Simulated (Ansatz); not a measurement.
# P on Ni(111): change of the work function, part 3 of 4

Wanted: Δφ(θ) for P/Ni(111), starting from the fcc site.

Ansatz 0.2.0; plane-wave DFT, PBE, Ansatz PAW.

So far, work function, upper face (eV): step 2 (the clean slab) 5.07; step 3 (37 atoms, coverage 0.111 ML, cell 3x3) 5.15.

## (4) Adsorbate added, k-mesh 6×6×1, coverage 0.25 ML

System of this step: Ni16P (P/Ni(111)). The cell holds 17 atoms: 16 Ni and 1 P. Its edges and angles: a = 4.978 Å, b = 4.978 Å, c = 25.959 Å, α = 90.0°, β = 90.0°, γ = 60.0°. Vacuum lies along c.

Another coverage, to see how the dipoles act on each other as their distance changes.

Input file input.yaml:

```yaml
crystal:
  lattice:
    - [4.9780317395, 0.0, 0.0]
    - [2.4890158698, 4.3111019473, 0.0]
    - [0.0, 0.0, 25.9592788557]
  atoms:
    - { symbol: Ni, position: [0.0, 0.0, 0.346696842], spin: 0.7 }
    - { symbol: Ni, position: [0.1666666667, 0.1666666667, 0.4249837989], spin: 0.72 }
    - { symbol: Ni, position: [0.3333333333, 0.3333333333, 0.5030104016], spin: 0.72 }
    - { symbol: Ni, position: [0.0, 0.0, 0.5802536445], spin: 0.7 }
    - { symbol: Ni, position: [0.0, 0.5, 0.346696842], spin: 0.7 }
    - { symbol: Ni, position: [0.1666666667, 0.6666666667, 0.4249837989], spin: 0.72 }
    - { symbol: Ni, position: [0.3333333333, 0.8333333333, 0.5030104016], spin: 0.72 }
    - { symbol: Ni, position: [0.0, 0.5, 0.5802536445], spin: 0.7 }
    - { symbol: Ni, position: [0.5, 0.0, 0.346696842], spin: 0.7 }
    - { symbol: Ni, position: [0.6666666667, 0.1666666667, 0.4249837989], spin: 0.72 }
    - { symbol: Ni, position: [0.8333333333, 0.3333333333, 0.5030104016], spin: 0.72 }
    - { symbol: Ni, position: [0.5, 0.0, 0.5802536445], spin: 0.7 }
    - { symbol: Ni, position: [0.5, 0.5, 0.346696842], spin: 0.7 }
    - { symbol: Ni, position: [0.6666666667, 0.6666666667, 0.4249837989], spin: 0.72 }
    - { symbol: Ni, position: [0.8333333333, 0.8333333333, 0.5030104016], spin: 0.72 }
    - { symbol: Ni, position: [0.5, 0.5, 0.5802536445], spin: 0.7 }
    - { symbol: P, position: [0.1666666667, 0.1666666667, 0.653303158] }
magnetization:
  spin_polarized: true
kpoints:
  mp_grid: { grid: [6, 6, 1] }
hamiltonian:
  xc: pbe
scf:
  occupations: { method: fermi_dirac, width: 0.1 }
  convergence: { dr2_threshold: 1.0e-08 }
efield:
  axis: 3
  dipole_correction: true
  ramp_position: 0.97
  ramp_width: 0.06
relax:
  f_tol: 0.02
  max_steps: 60
  constraints: [{ sites: [0, 1, 4, 5, 8, 9, 12, 13] }]
output:
  dos: { projected: true, e_range: [-8, 4] }
  write_potential: true
  write_density: true
  volumetric_format: npy
  elf: true
```

The run is started by

```sh
$ ansatz run input.yaml --threads 4 --pin off --max-ram 16384MiB --backend cpu --events-out ev --progress --plain --runs-dir out
```

What it wrote:

```text
[...]
Crystal: 17 atoms, lattice volume = 557.107 Å³
Basis set: ecut = 420 eV, 10905 PW (Γ), exchange–correlation on 72×72×360 points (8 copies of the dense FFT grid, shifted against one another)
Bands: 183, of which v1, the nominal top of the filled ones, is band 147 counted from 1 (146 counted from 0)
Symmetry: 6 space group operations
k-points: 7 of 36 (time reversal used)
[...]
Starting moments: Σ|m| = 11.36 μB on 16 of 17 sites
[...]
SCF iter   1: F=—  HF=-94171.823605 eV  |F-HF|=—  |Δ(HF+E_count)|=         —  Δρ=2.55e-2 (↑1.22e-2 ↓2.55e-2)  dr2=1.75e1  dr2_m=7.74e-1  M=11.426 μB ∫|m|=12.180 μB  β_m=1.00  ethr=3.10e-3  p=-0.000 e·Å  D=-3.17e-7 V/Å  ΔV_dip=0.00 eV  dr2_dipole=1.22e0  V_vac-E_F(+/−)=7.15/7.15 eV  ⟨swp⟩=9.1  Hψ=12660  notcnv=0  defer=195
[...]
SCF iter  19: F=-94187.263883 eV  HF=-94187.263883 eV  |F-HF|=5.38e-10  |Δ(HF+E_count)|=   2.72e-9  Δρ=2.35e-7 (↑9.60e-8 ↓2.35e-7)  dr2=5.44e-10  dr2_m=7.49e-11  M=9.797 μB ∫|m|=11.158 μB  ethr=1.11e-12  p=-0.016 e·Å  D=-5.20e-3 V/Å  ΔV_dip=0.13 eV  dr2_dipole=1.12e-10  V_vac-E_F(+/−)=5.21/5.08 eV  ⟨swp⟩=13.9  Hψ=19536  notcnv=0
SCF 1 converged in 19 iterations: F = -94187.263883 eV  dr2 = 5.44e-10
[...]
relax step   1: F+E_penalty+E_count = -94187.26388346 eV  Δ(F+E_penalty+E_count) = +0.000e0 eV  max|allowed force component| = 3.244e0 eV/Å  Δτ_max = 0.0000 Å  (19 SCF iters, accepted)
[...]
SCF iter  15: F=-94187.709011 eV  HF=-94187.709011 eV  |F-HF|=1.89e-10  |Δ(HF+E_count)|=   4.48e-9  Δρ=2.00e-7 (↑9.20e-8 ↓2.00e-7)  dr2=5.63e-10  dr2_m=3.05e-11  M=9.489 μB ∫|m|=10.819 μB  ethr=2.05e-12  p=-0.015 e·Å  D=-4.99e-3 V/Å  ΔV_dip=0.13 eV  dr2_dipole=4.51e-11  V_vac-E_F(+/−)=5.21/5.08 eV  ⟨swp⟩=12.9  Hψ=15767  notcnv=0
SCF 2 converged in 15 iterations: F = -94187.709011 eV  dr2 = 5.63e-10
relax step   2: F+E_penalty+E_count = -94187.70901149 eV  Δ(F+E_penalty+E_count) = -4.451e-1 eV  max|allowed force component| = 1.915e0 eV/Å  Δτ_max = 0.1622 Å  (15 SCF iters, accepted)
SCF iter   1: F=—  HF=-94187.881856 eV  |F-HF|=—  |Δ(HF+E_count)|=         —  Δρ=4.09e-3 (↑4.09e-3 ↓2.75e-3)  dr2=1.18e-1  dr2_m=3.62e-2  M=9.232 μB ∫|m|=10.566 μB  β_m=1.00  ethr=2.78e-4  p=-0.015 e·Å  D=-4.99e-3 V/Å  ΔV_dip=0.13 eV  dr2_dipole=3.05e-3  V_vac-E_F(+/−)=5.21/5.09 eV  ⟨swp⟩=7.1  Hψ=8475  notcnv=0  defer=258
[...]
SCF iter  15: F=-94187.864033 eV  HF=-94187.864033 eV  |F-HF|=4.95e-9  |Δ(HF+E_count)|=   1.64e-8  Δρ=4.32e-7 (↑1.06e-7 ↓4.32e-7)  dr2=3.64e-9  dr2_m=1.53e-10  M=9.095 μB ∫|m|=10.394 μB  ethr=2.31e-12  p=-0.011 e·Å  D=-3.65e-3 V/Å  ΔV_dip=0.09 eV  dr2_dipole=8.37e-10  V_vac-E_F(+/−)=5.18/5.09 eV  ⟨swp⟩=12.4  Hψ=16687  notcnv=0
SCF 3 converged in 15 iterations: F = -94187.864033 eV  dr2 = 3.64e-9
relax step   3: F+E_penalty+E_count = -94187.86403324 eV  Δ(F+E_penalty+E_count) = -1.550e-1 eV  max|allowed force component| = 7.459e-1 eV/Å  Δτ_max = 0.1833 Å  (15 SCF iters, accepted)
[...]
relax step   4: F+E_penalty+E_count = -94187.88350020 eV  Δ(F+E_penalty+E_count) = -1.947e-2 eV  max|allowed force component| = 7.687e-2 eV/Å  Δτ_max = 0.0503 Å  (14 SCF iters, accepted)
[...]
relax step   5: F+E_penalty+E_count = -94187.88414432 eV  Δ(F+E_penalty+E_count) = -6.441e-4 eV  max|allowed force component| = 2.999e-2 eV/Å  Δτ_max = 0.0047 Å  (10 SCF iters, accepted)
SCF iter   1: F=—  HF=-94187.884497 eV  |F-HF|=—  |Δ(HF+E_count)|=         —  Δρ=1.07e-4 (↑7.66e-5 ↓1.07e-4)  dr2=6.43e-5  dr2_m=2.33e-5  M=9.199 μB ∫|m|=10.505 μB  β_m=1.00  ethr=4.02e-7  p=-0.013 e·Å  D=-4.27e-3 V/Å  ΔV_dip=0.11 eV  dr2_dipole=7.55e-7  V_vac-E_F(+/−)=5.20/5.09 eV  ⟨swp⟩=2.5  Hψ=4677  notcnv=0  defer=47
[...]
SCF iter  10: F=-94187.884239 eV  HF=-94187.884239 eV  |F-HF|=4.54e-9  |Δ(HF+E_count)|=   4.77e-9  Δρ=6.74e-7 (↑3.13e-7 ↓6.74e-7)  dr2=6.17e-9  dr2_m=2.84e-10  M=9.199 μB ∫|m|=10.505 μB  ethr=1.00e-12  p=-0.013 e·Å  D=-4.27e-3 V/Å  ΔV_dip=0.11 eV  dr2_dipole=3.17e-10  V_vac-E_F(+/−)=5.20/5.09 eV  ⟨swp⟩=8.7  Hψ=18014  notcnv=0
SCF 6 converged in 10 iterations: F = -94187.884239 eV  dr2 = 6.17e-9
relax step   6: F+E_penalty+E_count = -94187.88423937 eV  Δ(F+E_penalty+E_count) = -9.505e-5 eV  max|allowed force component| = 8.446e-4 eV/Å  Δτ_max = 0.0034 Å  (10 SCF iters, accepted)
[...]
SCF converged after 10 iterations
Magnetization: 9.1993 μB (151.0996 up, 141.9004 down)
Absolute magnetization: 10.5149 μB (∫|ρ↑−ρ↓|, with the PAW one-centre terms)
[...]
Per-site moments (μB) at R_I (Å): [(0.718449, 1.026719), (0.742231, 1.026719), (0.661002, 1.023425), (0.246151, 0.883392), (0.718449, 1.026719), (0.720540, 1.013554), (0.661002, 1.023425), (0.246151, 0.883392), (0.718449, 1.026719), (0.720540, 1.013554), (0.661002, 1.023425), (0.246151, 0.883392), (0.739849, 1.026719), (0.720540, 1.013554), (0.573644, 1.013554), (0.654225, 1.026842), (-0.00768292, 0.883392)]
Free energy (F): -94187.884239 eV
[...]
Internal energy: -94186.947667 eV  (E = F + TS)
E sigma→0 (E₀):  -94187.415953 eV
Entropy (-TS):   -0.936572 eV (-55.092 meV/atom)
Fermi energy:    2.571101 eV
Dipole field:    D = -0.004284 V/Å  (p = -0.013190 e·Å, saw-weighted, corrected)
Work function:   Φ+ = 5.1987 eV   Φ− = 5.0875 eV
[...]
--- Forces (eV/Å), atoms counted from 1 ---
  atom   1  Ni     0.00101231     0.00058446     0.14616990
  atom   2  Ni     0.00000000    -0.00000000    -0.05618204
  atom   3  Ni    -0.00039411    -0.00022754     0.00015534
  atom   4  Ni    -0.00001773    -0.00001024    -0.00047608
  atom   5  Ni    -0.00000000    -0.00116891     0.14616990
  atom   6  Ni     0.03839957    -0.02217000    -0.18013097
  atom   7  Ni     0.00000000     0.00045508     0.00015534
  atom   8  Ni     0.00000000     0.00002048    -0.00047608
  atom   9  Ni    -0.00101231     0.00058446     0.14616990
  atom  10  Ni     0.00000000     0.04434001    -0.18013097
  atom  11  Ni     0.00039411    -0.00022754     0.00015534
  atom  12  Ni     0.00001773    -0.00001024    -0.00047608
  atom  13  Ni     0.00000000     0.00000000     0.15849537
  atom  14  Ni    -0.03839957    -0.02217000    -0.18013097
  atom  15  Ni     0.00000000     0.00000000    -0.00037919
  atom  16  Ni    -0.00000000     0.00000000     0.00084461
  atom  17  P      0.00000000    -0.00000000     0.00007951
  max |Σ_I F_I| component: 1.28e-5 eV/Å
--- Band table (eV; the first three rows and the last of 14) ---
  k-point 0 ↑: bands = [... 143 lower, 2.1485, 2.1485, 2.1586, 2.2687, 2.2717, 2.2717, 2.5159, 2.5159, ... 32 higher]
  k-point 1 ↑: bands = [... 143 lower, 2.0109, 2.0249, 2.0471, 2.0853, 2.1231, 2.1663, 2.4765, 2.7286, ... 32 higher]
  k-point 2 ↑: bands = [... 143 lower, 1.9010, 1.9301, 1.9659, 1.9806, 2.0011, 2.0552, 2.0641, 2.4721, ... 32 higher]
  k-point 6 ↓: bands = [... 143 lower, 2.5578, 2.5647, 2.5850, 2.6089, 2.6122, 2.6271, 2.6355, 2.6704, ... 32 higher]
--- Relaxed structure (6 steps of the walk, 6 accepted, 0 SCFs on fresh bases) ---
  F+E_penalty+E_count = -94187.88423937 eV   max|allowed force component| = 8.446e-4 eV/Å
  atoms:
    - { symbol: Ni, position: [-1.795949e-17, -1.795949e-17, 0.346697] }
    - { symbol: Ni, position: [0.166667, 0.166667, 0.424984] }
    - { symbol: Ni, position: [0.333868, 0.333868, 0.503393] }
    - { symbol: Ni, position: [-0.00364504, -0.00364504, 0.581737] }
    - { symbol: Ni, position: [5.551115e-17, 0.500000, 0.346697] }
    - { symbol: Ni, position: [0.166667, 0.666667, 0.424984] }
    - { symbol: Ni, position: [0.333868, 0.832264, 0.503393] }
    - { symbol: Ni, position: [-0.00364504, 0.507290, 0.581737] }
    - { symbol: Ni, position: [0.500000, -1.795949e-17, 0.346697] }
    - { symbol: Ni, position: [0.666667, 0.166667, 0.424984] }
    - { symbol: Ni, position: [0.832264, 0.333868, 0.503393] }
    - { symbol: Ni, position: [0.507290, -0.00364504, 0.581737] }
    - { symbol: Ni, position: [0.500000, 0.500000, 0.346697] }
    - { symbol: Ni, position: [0.666667, 0.666667, 0.424984] }
    - { symbol: Ni, position: [0.833333, 0.833333, 0.501760] }
    - { symbol: Ni, position: [0.500000, 0.500000, 0.582593] }
    - { symbol: P, position: [0.166667, 0.166667, 0.641786] }
```

Elapsed: 6 min, on 4 threads of Arm Neoverse V2, shared host; peak memory 3.1 GiB; 23 min of CPU time.

The steps of the relaxation:

```csv
step,energy less that of the first step (eV),largest force component (eV/Å)
1,0.0000,3.2441
2,-0.4451,1.9149
3,-0.6001,0.7459
4,-0.6196,0.0769
5,-0.6203,0.0300
6,-0.6204,0.0008
```

Forces are held to the 6 operations that the program found; a distortion that breaks them can't arise in this run.

The atoms that moved most (Å):

```csv
atom,dx,dy,dz,length
P17,0.000,0.000,-0.299,0.299
Ni16,0.000,0.000,0.061,0.061
Ni4,-0.027,-0.016,0.039,0.050
Ni12,0.027,-0.016,0.039,0.050
Ni8,0.000,0.031,0.039,0.050
Ni15,0.000,0.000,-0.032,0.032
Ni7,0.000,-0.005,0.010,0.011
Ni11,-0.004,0.002,0.010,0.011
```

Final coordinates:

```xyz
17
Lattice="4.9780 0.0000 0.0000 2.4890 4.3111 0.0000 0.0000 0.0000 25.9593" Properties=species:S:1:pos:R:3
Ni    0.0000    0.0000    9.0000
Ni    1.2445    0.7185   11.0323
Ni    2.4930    1.4393   13.0677
Ni   -0.0272   -0.0157   15.1015
Ni    1.2445    2.1556    9.0000
Ni    2.4890    2.8741   11.0323
Ni    3.7335    3.5880   13.0677
Ni    1.2445    2.1870   15.1015
Ni    2.4890    0.0000    9.0000
Ni    3.7335    0.7185   11.0323
Ni    4.9740    1.4393   13.0677
Ni    2.5162   -0.0157   15.1015
Ni    3.7335    2.1556    9.0000
Ni    4.9780    2.8741   11.0323
Ni    6.2225    3.5926   13.0253
Ni    3.7335    2.1556   15.1237
P     1.2445    0.7185   16.6603
```

This step gave:

* energy at zero smearing: -94187.4160 eV
* total moment: 9.199 μB
* work function, upper face: 5.199 eV
* work function, lower face: 5.088 eV
* dipole along the normal: -0.01319 e·Å
* step between the vacuum levels: 0.1112 eV

The density of states has structure finer than the step of the table below, so its rows give means over 0.5 eV. Peaks (eV: height): total -2.14: 55.0, -2.02: 73.9, -1.44: 57.2, -1.35: 57.4, -0.93: 60.1, -0.78: 72.9, -0.66: 72.2; up -2.29: 35.5, -2.14: 35.9, -2.08: 41.1, -2.02: 54.8, -1.56: 35.3, -0.78: 57.2, -0.69: 41.5; down -1.68: 33.2, -1.53: 36.6, -1.41: 34.6, -0.93: 36.0, -0.57: 36.4, -0.03: 44.5, 0.12: 33.6.

Table of density of states by energy, zero at the Fermi level; means over each step; values in states/eV a cell:

```csv
energy (eV),total,up,down
-7.5,0.958,0.482,0.477
-7.0,1.85,0.944,0.910
-6.5,2.06,1.04,1.02
-6.0,2.60,1.28,1.32
-5.5,2.31,1.28,1.03
-5.0,6.73,3.79,2.94
-4.5,10.9,6.89,3.96
-4.0,20.5,12.3,8.19
-3.5,22.4,12.4,10.0
-3.0,29.3,16.6,12.8
-2.5,33.9,20.9,13.1
-2.0,43.9,25.6,18.3
-1.5,46.4,21.0,25.3
-1.0,46.9,27.5,19.4
-0.5,41.2,19.0,22.2
0.0,28.8,4.38,24.4
0.5,11.7,3.03,8.69
1.0,6.19,3.29,2.90
1.5,5.18,2.39,2.79
```

Projected DOS per atom over height of the atomic layer and energy from the Fermi level. Layers: Ni4 Ni4 Ni4 Ni4 P from below.

Ten even steps from '0' (0.01 states/eV) to '9' (3.46 states/eV), each cell a mean:
```
00001
00001
10002
22223
55441
76771
97781
97771
86681
76661
45552
34542
24422
13333
01111
01110
00000
00000
00000
00000
00000
00000
```
Columns: height of the atomic layer (Å) from 9 to 16.7 (not evenly spaced); rows upwards: energy from the Fermi level (eV) from -7.96 to 1.95.

Projected DOS per atom, spin up over height of the atomic layer and energy from the Fermi level. Layers: Ni4 Ni4 Ni4 Ni4 P from below.

Ten even steps from '_' (0.01 states/eV) to '@' (2.03 states/eV), each cell a mean:
```
__________
________..
________..
______..::
____....::
++++**++__
@@####%%..
##++****..
##====**..
%%####**..
==++++==..
----====::
--++==::::
..==--::::
..::::....
__....____
__________
__________
__________
__________
__________
__________
```
Columns: height of the atomic layer (Å) from 9 to 16.7 (not evenly spaced); rows upwards: energy from the Fermi level (eV) from -7.96 to 1.95.

Projected DOS per atom, spin down over height of the atomic layer and energy from the Fermi level. Layers: Ni4 Ni4 Ni4 Ni4 P from below.

Ten even steps from '0' (0.01 states/eV) to '9' (1.85 states/eV), each cell a mean:
```
00001
00001
10002
34322
98861
85671
65671
97661
76671
34451
34453
24432
13222
12223
00101
00000
00000
00000
00000
00000
00000
00000
```
Columns: height of the atomic layer (Å) from 9 to 16.7 (not evenly spaced); rows upwards: energy from the Fermi level (eV) from -7.96 to 1.95.

Site moment by atom:

```csv
atom,site moment (μB)
Ni1,0.718
Ni2,0.742
Ni3,0.661
Ni4,0.246
Ni5,0.718
Ni6,0.721
Ni7,0.661
Ni8,0.246
Ni9,0.718
Ni10,0.721
Ni11,0.661
Ni12,0.246
Ni13,0.740
Ni14,0.721
Ni15,0.574
Ni16,0.654
P17,-0.008
```

Spin density in the ca plane at fractional y = 0.167, with atoms of Ni and P within 0.2 Å of it.

Ten even steps from '0' (0.0 e/Å³) to '9' (2.1 e/Å³), each cell a mean:
```
00000000000000000000000000000000000000000000
00000000000000000000000000000000000000000000
00000000010000000000000000000000000000000000
00000000471000000000000000000000000000000000
00000000571000000000000000000000000000000000
00000000110000000000000000000000000000000000
00000000000000000000000000000000000000000000
00000000000000000000000000000000000000000000
00000000000000000000000000000000000000000000
00000000230000000000000000000000000000000000
00000001692000000000000000000000000000000000
00000000241000000000000000000000000000000000
00000000000000000000000000000000000000000000
```
Columns run along c (16.0 Å, from fractional 0.30 to 0.92 of the cell), rows up along a (5.0 Å). Atoms in or near the plane, at fractional coordinates: Ni at (0.42, 0.17), Ni at (0.42, 0.67), P at (0.64, 0.17).

Electrostatic potential energy in the ca plane at fractional y = 0.167, with atoms of Ni and P within 0.2 Å of it. With pseudopotentials it is smooth inside the atoms' cores, unlike the true potential.

Ten even steps from '0' (-51 eV) to '9' (8 eV), each cell a mean:
```
98645899889987457886568888999999999999999999
98656898878987558886568999999999999999999999
99888986324898788998889999999999999999999999
99999983001699999999999999999999999999999999
99999983000699999999999999999999999999999999
99888986214898889998889999999999999999999999
98756898778987568986578999999999999999999999
98645899889987457886568889999999999999999999
99767898657888678987778656899999999999999999
99988984102799889999886201589999999999999999
99999972000699999999985000289999999999999999
99989984001799899999886100489999999999999999
99877897546898778988778645799999999999999999
```
Columns run along c (16.0 Å, from fractional 0.30 to 0.92 of the cell; values clipped at the 3rd and 97th percentile), rows up along a (5.0 Å). Atoms in or near the plane, at fractional coordinates: Ni at (0.42, 0.17), Ni at (0.42, 0.67), P at (0.64, 0.17).

ELF in the ca plane at fractional y = 0.167, with atoms of Ni and P within 0.2 Å of it. It is the smooth field of the valence electrons, not physical close to the nuclei.

Ten even steps from '0' (0.00) to '9' (0.96), each cell a mean:
```
11222122222221221222223577776421000000000000
11222122222221221222222344432100000000000000
22211222232222112221222211100000000000000000
23323312553123222222232210000000000000000000
23333312563123222222232210000000000000000000
22222222332122212222222211000000000000000000
11222122222221221222222333332100000000000000
11222122222222221222222567765320000000000000
21121221222221211221125778998642000000000000
22222222343122222222246525999853100000000000
23333312563123322222356201999863100000000000
22222222443122222222246414999853100000000000
22221221222221111221125778998742000000000000
```
Columns run along c (16.0 Å, from fractional 0.30 to 0.92 of the cell), rows up along a (5.0 Å). Atoms in or near the plane, at fractional coordinates: Ni at (0.42, 0.17), Ni at (0.42, 0.67), P at (0.64, 0.17).

The relaxation took 6 steps and lowered the energy by 0.62 eV; the largest force on the free atoms ends at 8.5e-4 eV/Å.

By hand: a sheet of dipoles makes a step −p/(ε₀A) in the electron's potential. With e/ε₀ = 180.95 V·Å, p = -0.01319 e·Å and A = 21.46 Å², that is −180.95 × (-0.01319) / 21.46 = +0.111 eV, and the two vacuum levels of the run differ by +0.111 eV.

The covered face has 5.20 eV, +0.13 eV against the clean one; the bare back face has moved by +0.01 eV, a measure of how thin the slab is.

[end of part 3 of 4]

[Long decimals in the printed logs are rounded to 6 places.]

[Logs are printed without paths, hosts, clocks, repeated set-up lines and the standing remarks that a program may print on its own settings, such as how far it seeks lower states.]

[Hosts, paths, dates, database ids (printed as entryN), source tags and the programs' standing remarks are cut or masked in the printed files.]

[Maps of the electrostatic potential energy from Ansatz leave out the sawtooth potential of an applied field or a dipole correction, so their vacuum need not be flat; planar profiles and work functions include it.]

[The density of states shown here was stored with 400 of the rows of the run's finer table, so its peaks can read low, often by over a quarter, or be missed, and its means over a window can be off by a tenth or more.]
